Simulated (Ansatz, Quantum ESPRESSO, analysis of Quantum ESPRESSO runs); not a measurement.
## Monovacancy in Ni: vacancy formation, PBE (Quantum ESPRESSO)

Subject: monovacancy in Ni. Wanted: its vacancy formation, in one set-up (PBE, SSSP 1.3 efficiency PBE, 32-site cell, PBE lattice, k: 4x4x4, start relaxed with Ansatz). The model is a cell of 32 host atoms with 1 Ni taken out. The formation energy is the energy of the cell with the vacancy less that of the same number of atoms in the perfect cell. Other potentials or another program check that the number doesn't hang on one set of files.

What was measured. Vacancy formation energy: 1.6 eV (“Anomalous Diffusion along Metal/Ceramic Interfaces”, 2018, arxiv:1807.04708).

Calculated with Quantum ESPRESSO 7.5; Quantum ESPRESSO plane-wave DFT, PBE, SSSP 1.3 efficiency PBE potentials; relaxation of all atoms of a defect supercell.

### 1. Set-up

The cell holds 31 atoms: 31 Ni. Its edges and angles: a = 7.035 Å, b = 7.035 Å, c = 7.035 Å, α = 90.0°, β = 90.0°, γ = 90.0°. It derives from Ni (space group Fm-3m). Nearest the centre at fractional (0.500, 0.500, 0.500): Ni8 at 2.46 Å, Ni11 at 2.46 Å, Ni18 at 2.46 Å, Ni16 at 2.46 Å, Ni26 at 2.46 Å, Ni24 at 2.46 Å, Ni22 at 2.46 Å, Ni15 at 2.46 Å.

The host's primitive cell comes from a first run (Quantum ESPRESSO plane-wave DFT, PBE, SSSP 1.3 efficiency PBE potentials; relaxation of cell and atoms of a defect-free cell): vectors of 2.487, 2.487 and 2.487 Å. That is 10.88 Å³ an atom, 0.5 % under the diffraction cell's volume. The supercell is built on it.

This program's steps are dear, so the start below was first relaxed with Ansatz (plane-wave PAW DFT, PBE; 2.8 min).

### 2. Relaxation, charge 0

Every later number rests on the structure around the defect, so the atoms are relaxed at the host's lattice first.

Input file pw.in:

```
&CONTROL
  calculation = 'relax'
  prefix = 'pwscf'
  outdir = './tmp'
  pseudo_dir = './pseudo'
  tprnfor = .true.
  disk_io = 'low'
  nstep = 70
  forc_conv_thr = 0.00078
  etot_conv_thr = 0.0001
/
&SYSTEM
  ibrav = 0
  nat = 31
  ntyp = 1
  ecutwfc = 55
  ecutrho = 440
  nbnd = 362
  occupations = 'smearing'
  smearing = 'mv'
  degauss = 0.00734986
  nspin = 2
  starting_magnetization(1) = 0.0389
/
&ELECTRONS
  conv_thr = 3d-08
  electron_maxstep = 100
  mixing_beta = 0.3
/
&IONS
  ion_dynamics = 'bfgs'
/
ATOMIC_SPECIES
Ni    58.6934 ni_pbe_v1.4.uspp.F.UPF
CELL_PARAMETERS angstrom
   7.0349891723    0.0000000000    0.0000000000
   0.0000000000    7.0349891723    0.0000000000
   0.0000000000    0.0000000000    7.0349891723
ATOMIC_POSITIONS crystal
Ni     0.0000000000    0.0000000000    0.0000000000
Ni     0.0000000000    0.2506284819    0.2506284819
Ni     0.2506284819    0.0000000000    0.2506284819
Ni     0.2506284819    0.2506284819    0.0000000000
Ni     0.0000000000    0.0000000000    0.5000000000
Ni     0.0000000000    0.2506284819    0.7493715181
Ni     0.2506284819    0.0000000000    0.7493715181
Ni     0.2526318986    0.2526318986    0.5000000000
Ni     0.0000000000    0.5000000000    0.0000000000
Ni     0.0000000000    0.7493715181    0.2506284819
Ni     0.2526318986    0.5000000000    0.2526318986
Ni     0.2506284819    0.7493715181    0.0000000000
Ni     0.0000000000    0.5000000000    0.5000000000
Ni     0.0000000000    0.7493715181    0.7493715181
Ni     0.2526318986    0.5000000000    0.7473681014
Ni     0.2526318986    0.7473681014    0.5000000000
Ni     0.5000000000    0.0000000000    0.0000000000
Ni     0.5000000000    0.2526318986    0.2526318986
Ni     0.7493715181    0.0000000000    0.2506284819
Ni     0.7493715181    0.2506284819    0.0000000000
Ni     0.5000000000    0.0000000000    0.5000000000
Ni     0.5000000000    0.2526318986    0.7473681014
Ni     0.7493715181    0.0000000000    0.7493715181
Ni     0.7473681014    0.2526318986    0.5000000000
Ni     0.5000000000    0.5000000000    0.0000000000
Ni     0.5000000000    0.7473681014    0.2526318986
Ni     0.7473681014    0.5000000000    0.2526318986
Ni     0.7493715181    0.7493715181    0.0000000000
Ni     0.5000000000    0.7473681014    0.7473681014
Ni     0.7473681014    0.5000000000    0.7473681014
Ni     0.7473681014    0.7473681014    0.5000000000
K_POINTS automatic
4 4 4 0 0 0
```

Command:

```
$ OMP_NUM_THREADS=1 mpirun -n 8 pw.x -nk 8 -in pw.in > pw.out
```

Log:

```text
This program is part of the open-source Quantum ESPRESSO suite
     for quantum simulation of materials; please cite
         "P. Giannozzi et al., J. Phys.:Condens. Matter 21 395502 (2009);
         "P. Giannozzi et al., J. Phys.:Condens. Matter 29 465901 (2017);
         "P. Giannozzi et al., J. Chem. Phys. 152 154105 (2020);
          URL
     in publications or presentations arising from this work. More details at

     Message from routine setup:
     using ibrav=0 with symmetry is DISCOURAGED, use correct ibrav instead

     K-points division:     npool     =       8
     Subspace diagonalization in iterative solution of the eigenvalue problem:
     a serial algorithm will be used

     G-vector sticks info
     --------------------
     sticks:   dense  smooth     PW     G-vecs:    dense   smooth      PW
     Sum        6181    3093    869               365781   129187   19093

     Using Slab Decomposition

     bravais-lattice index     =            0
     lattice parameter (alat)  =      13.2942  a.u.
     unit-cell volume          =    2349.5620 (a.u.)^3
     number of atoms/cell      =           31
     number of atomic types    =            1
     number of electrons       =       558.00
     number of Kohn-Sham states=          362
     kinetic-energy cutoff     =      55.0000  Ry
     charge density cutoff     =     440.0000  Ry
     scf convergence threshold =      3.0E-08
     mixing beta               =       0.3000
     number of iterations used =            8  plain     mixing
     energy convergence thresh.=      1.0E-04
     force convergence thresh. =      7.8E-04
     Exchange-correlation=  SLA  PW   PBX  PBC
                           (   1   4   3   4   0   0   0)
     nstep                     =           70

     celldm(1)=  13.294203  celldm(2)=   0.000000  celldm(3)=   0.000000
     celldm(4)=   0.000000  celldm(5)=   0.000000  celldm(6)=   0.000000

     crystal axes: (cart. coord. in units of alat)
               a(1) = (   1.000000   0.000000   0.000000 )
               a(2) = (   0.000000   1.000000   0.000000 )
               a(3) = (   0.000000   0.000000   1.000000 )

     reciprocal axes: (cart. coord. in units 2 pi/alat)
               b(1) = (  1.000000  0.000000  0.000000 )
               b(2) = (  0.000000  1.000000  0.000000 )
               b(3) = (  0.000000  0.000000  1.000000 )

     PseudoPot. # 1 for Ni read from file:
     ni_pbe_v1.4.uspp.F.UPF
     Pseudo is Ultrasoft + core correction, Zval = 18.0
     Generated by new atomic code, or converted to UPF format
     Using radial grid of  865 points,  6 beta functions with:
                l(1) =   0
                l(2) =   0
                l(3) =   1
                l(4) =   1
                l(5) =   2
                l(6) =   2
     Q(r) pseudized with 10 coefficients,  rinner =    0.980   0.980   0.980
                                                       0.980   0.980

     atomic species   valence    mass     pseudopotential
     Ni               18.00    58.69340     Ni( 1.00)

     Starting magnetic structure
     atomic species   magnetization
     Ni              0.039

     48 Sym. Ops., with inversion, found

   Cartesian axes

     site n.     atom                  positions (alat units)
         1        Ni     tau(   1) = (   0.0000000   0.0000000   0.0000000  )
         2        Ni     tau(   2) = (   0.0000000   0.2506285   0.2506285  )
         3        Ni     tau(   3) = (   0.2506285   0.0000000   0.2506285  )
         4        Ni     tau(   4) = (   0.2506285   0.2506285   0.0000000  )
         5        Ni     tau(   5) = (   0.0000000   0.0000000   0.5000000  )
         6        Ni     tau(   6) = (   0.0000000   0.2506285   0.7493715  )
         7        Ni     tau(   7) = (   0.2506285   0.0000000   0.7493715  )
         8        Ni     tau(   8) = (   0.2526319   0.2526319   0.5000000  )
         9        Ni     tau(   9) = (   0.0000000   0.5000000   0.0000000  )
        10        Ni     tau(  10) = (   0.0000000   0.7493715   0.2506285  )
        11        Ni     tau(  11) = (   0.2526319   0.5000000   0.2526319  )
        12        Ni     tau(  12) = (   0.2506285   0.7493715   0.0000000  )
        13        Ni     tau(  13) = (   0.0000000   0.5000000   0.5000000  )
        14        Ni     tau(  14) = (   0.0000000   0.7493715   0.7493715  )
        15        Ni     tau(  15) = (   0.2526319   0.5000000   0.7473681  )
        16        Ni     tau(  16) = (   0.2526319   0.7473681   0.5000000  )
[...]
24        Ni     tau(  24) = (   0.7473681   0.2526319   0.5000000  )
        25        Ni     tau(  25) = (   0.5000000   0.5000000   0.0000000  )
        26        Ni     tau(  26) = (   0.5000000   0.7473681   0.2526319  )
        27        Ni     tau(  27) = (   0.7473681   0.5000000   0.2526319  )
        28        Ni     tau(  28) = (   0.7493715   0.7493715   0.0000000  )
        29        Ni     tau(  29) = (   0.5000000   0.7473681   0.7473681  )
        30        Ni     tau(  30) = (   0.7473681   0.5000000   0.7473681  )
        31        Ni     tau(  31) = (   0.7473681   0.7473681   0.5000000  )

     number of k points=    10  Marzari-Vanderbilt smearing, width (Ry)=  0.0073
                       cart. coord. in units 2pi/alat
        k(    1) = (   0.0000000   0.0000000   0.0000000), wk =   0.0156250
        k(    2) = (   0.0000000   0.0000000   0.2500000), wk =   0.0937500
        k(    3) = (   0.0000000   0.0000000  -0.5000000), wk =   0.0468750
        k(    4) = (   0.0000000   0.2500000   0.2500000), wk =   0.1875000
        k(    5) = (   0.0000000   0.2500000  -0.5000000), wk =   0.1875000
        k(    6) = (   0.0000000  -0.5000000  -0.5000000), wk =   0.0468750
        k(    7) = (   0.2500000   0.2500000   0.2500000), wk =   0.1250000
        k(    8) = (   0.2500000   0.2500000  -0.5000000), wk =   0.1875000
        k(    9) = (   0.2500000  -0.5000000  -0.5000000), wk =   0.0937500
        k(   10) = (  -0.5000000  -0.5000000  -0.5000000), wk =   0.0156250

     Dense  grid:   365781 G-vectors     FFT dimensions: (  90,  90,  90)

     Smooth grid:   129187 G-vectors     FFT dimensions: (  64,  64,  64)

     Check: negative core charge=   -0.000015
     Generating pointlists ...
     new r_m :   0.1443 (alat units)  1.9184 (a.u.) for type    1

     Initial potential from superposition of free atoms

     starting charge     496.0000, renormalised to     558.0000
     Starting wfcs are  403 randomized atomic wfcs

     Self-consistent Calculation

[...]
-46.8418 -46.8395 -46.8395 -46.8395 -46.8308 -46.8308 -46.8308 -46.8264
   -46.8264 -46.8248 -46.8248 -46.8248   8.2038  11.0113  11.0113  11.0477
[...]
32.0811  32.0811

          k = 0.0000 0.0000 0.2500 ( 16195 PWs)   bands (ev):

[...]
32.3126  32.3904

          k = 0.0000 0.0000-0.5000 ( 16144 PWs)   bands (ev):

[...]
32.8983  32.9236

          k = 0.0000 0.2500 0.2500 ( 16196 PWs)   bands (ev):

[...]
32.3768  32.4838

          k = 0.0000 0.2500-0.5000 ( 16182 PWs)   bands (ev):

[...]
32.3195  32.4014

          k = 0.0000-0.5000-0.5000 ( 16100 PWs)   bands (ev):

[...]
33.0239  33.0239

          k = 0.2500 0.2500 0.2500 ( 16206 PWs)   bands (ev):

[...]
32.6521  32.6521

          k = 0.2500 0.2500-0.5000 ( 16180 PWs)   bands (ev):

[...]
32.5531  32.5815

          k = 0.2500-0.5000-0.5000 ( 16164 PWs)   bands (ev):

[...]
33.1113  33.1302

          k =-0.5000-0.5000-0.5000 ( 16176 PWs)   bands (ev):

[...]
31.7891  31.8743

 ------ SPIN DOWN ----------

          k = 0.0000 0.0000 0.0000 ( 16279 PWs)   bands (ev):

[...]
32.1017  32.1017

          k = 0.0000 0.0000 0.2500 ( 16195 PWs)   bands (ev):

[...]
32.4648  32.4651

          k = 0.0000 0.0000-0.5000 ( 16144 PWs)   bands (ev):

[...]
32.9737  33.0151

          k = 0.0000 0.2500 0.2500 ( 16196 PWs)   bands (ev):

[...]
32.5149  32.6067

          k = 0.0000 0.2500-0.5000 ( 16182 PWs)   bands (ev):

[...]
32.3928  32.4654

          k = 0.0000-0.5000-0.5000 ( 16100 PWs)   bands (ev):

[...]
33.1162  33.1162

          k = 0.2500 0.2500 0.2500 ( 16206 PWs)   bands (ev):

[...]
32.7544  32.7544

          k = 0.2500 0.2500-0.5000 ( 16180 PWs)   bands (ev):

[...]
32.6295  32.6768

          k = 0.2500-0.5000-0.5000 ( 16164 PWs)   bands (ev):

[...]
33.1993  33.2155

          k =-0.5000-0.5000-0.5000 ( 16176 PWs)   bands (ev):

[...]
19.7745  19.7745  19.7790  19.7790  19.7790  19.7892  19.7923  19.7923
    19.8235  19.8235  19.8235  20.1042  20.3961  20.3961  20.3961  25.6631
    25.6631  25.6631  25.7143  25.7143  25.7347  25.7698  25.7698  25.7767
    25.7767  25.7767  25.7842  25.7842  25.7842  25.8102  25.8102  25.8102
    25.9488  25.9488  25.9488  26.3047  26.3047  26.3047  26.3150  31.6209
    31.6700  31.6700  31.6700  31.7026  31.7026  31.7026  31.7057  31.7108
    31.7108  31.7108  31.7195  31.7195  31.7195  31.7524  31.7524  31.7705
    31.7705  31.7705  31.8258  31.8331  31.9024  31.9024  31.9024  31.9294
    31.9294  31.9294

     the Fermi energy is    17.1887 ev

!    total energy              =  -10641.57557373 Ry
     estimated scf accuracy    <       0.00000003 Ry
     smearing contrib. (-TS)   =      -0.00226830 Ry
     internal energy E=F+TS    =  -10641.57330543 Ry

     The total energy is F=E-TS. E is the sum of the following terms:
     one-electron contribution =   -6195.56481057 Ry
     hartree contribution      =    3443.82267680 Ry
     xc contribution           =   -1102.16547314 Ry
     ewald contribution        =   -6787.66569852 Ry

     total magnetization       =    20.29 Bohr mag/cell
     absolute magnetization    =    23.40 Bohr mag/cell

     convergence has been achieved in  26 iterations

     Forces acting on atoms (cartesian axes, Ry/au):

     atom    1 type  1   force =     0.00000000    0.00000000    0.00000000
     atom    2 type  1   force =     0.00000000    0.00014850    0.00014850
     atom    3 type  1   force =     0.00014850   -0.00000000    0.00014850
     atom    4 type  1   force =     0.00014850    0.00014850   -0.00000000
     atom    5 type  1   force =     0.00000000    0.00000000    0.00000000
     atom    6 type  1   force =     0.00000000    0.00014850   -0.00014850
     atom    7 type  1   force =     0.00014850    0.00000000   -0.00014850
     atom    8 type  1   force =    -0.00022820   -0.00022820    0.00000000
     atom    9 type  1   force =     0.00000000    0.00000000    0.00000000
     atom   10 type  1   force =     0.00000000   -0.00014850    0.00014850
     atom   11 type  1   force =    -0.00022820    0.00000000   -0.00022820
     atom   12 type  1   force =     0.00014850   -0.00014850   -0.00000000
     atom   13 type  1   force =     0.00000000    0.00000000    0.00000000
     atom   14 type  1   force =     0.00000000   -0.00014850   -0.00014850
     atom   15 type  1   force =    -0.00022820    0.00000000    0.00022820
     atom   16 type  1   force =    -0.00022820    0.00022820    0.00000000
[...]
atom   24 type  1   force =     0.00022820   -0.00022820    0.00000000
     atom   25 type  1   force =     0.00000000    0.00000000    0.00000000
     atom   26 type  1   force =     0.00000000    0.00022820   -0.00022820
     atom   27 type  1   force =     0.00022820    0.00000000   -0.00022820
     atom   28 type  1   force =    -0.00014850   -0.00014850   -0.00000000
     atom   29 type  1   force =     0.00000000    0.00022820    0.00022820
     atom   30 type  1   force =     0.00022820    0.00000000    0.00022820
     atom   31 type  1   force =     0.00022820    0.00022820    0.00000000

     Total force =     0.001334     Total SCF correction =     0.000289
     SCF correction compared to forces is large: reduce conv_thr to get better values

     BFGS Geometry Optimization
     Energy error            =      1.8E-06 Ry
     Gradient error          =      2.3E-04 Ry/Bohr

     bfgs converged in   1 scf cycles and   0 bfgs steps
     (criteria: energy <  1.0E-04 Ry, force <  7.8E-04 Ry/Bohr)

     End of BFGS Geometry Optimization

     Final energy             =  -10641.5755737265 Ry
Begin final coordinates

ATOMIC_POSITIONS (crystal)
Ni               0.0000000000        0.0000000000        0.0000000000
Ni               0.0000000000        0.2506284819        0.2506284819
Ni               0.2506284819        0.0000000000        0.2506284819
Ni               0.2506284819        0.2506284819        0.0000000000
Ni               0.0000000000        0.0000000000        0.5000000000
Ni               0.0000000000        0.2506284819        0.7493715181
Ni               0.2506284819        0.0000000000        0.7493715181
Ni               0.2526318986        0.2526318986        0.5000000000
Ni               0.0000000000        0.5000000000        0.0000000000
Ni               0.0000000000        0.7493715181        0.2506284819
Ni               0.2526318986        0.5000000000        0.2526318986
Ni               0.2506284819        0.7493715181        0.0000000000
Ni               0.0000000000        0.5000000000        0.5000000000
Ni               0.0000000000        0.7493715181        0.7493715181
Ni               0.2526318986        0.5000000000        0.7473681014
Ni               0.2526318986        0.7473681014        0.5000000000
[...]
Ni               0.7473681014        0.2526318986        0.5000000000
Ni               0.5000000000        0.5000000000        0.0000000000
Ni               0.5000000000        0.7473681014        0.2526318986
Ni               0.7473681014        0.5000000000        0.2526318986
Ni               0.7493715181        0.7493715181        0.0000000000
Ni               0.5000000000        0.7473681014        0.7473681014
Ni               0.7473681014        0.5000000000        0.7473681014
Ni               0.7473681014        0.7473681014        0.5000000000
End final coordinates

=------------------------------------------------------------------------------=
   JOB DONE.
=------------------------------------------------------------------------------=
```

Run time: 35 min. Hardware: 8 MPI ranks of Arm Neoverse V1, shared host; peak memory 9.6 GiB.

Hardly anything moved in the relaxation; the energy changed by under 0.2 meV an atom.

The atoms nearest to the centre after the run:

```tsv
atom	distance (Å)
Ni8	2.461
Ni15	2.461
Ni16	2.461
Ni11	2.461
Ni31	2.461
Ni24	2.461
Ni22	2.461
Ni18	2.461
Ni26	2.461
Ni27	2.461
Ni30	2.461
Ni29	2.461
```

This step gave:

```
total moment                          : 20.29 μB
integral of the absolute spin density : 23.40 μB
```

[end of part 1 of 2]

[Logs are printed without paths, hosts, clocks, repeated set-up lines and the standing remarks that a program may print on its own settings, such as how far it seeks lower states.]

[Hosts, paths, dates, database ids (printed as entryN), source tags and the programs' standing remarks are cut or masked in the printed files.]

[For some hosts the program warned that the k-mesh of the response run may be too coarse for force constants and the static dielectric constant; such warnings are not shown here.]
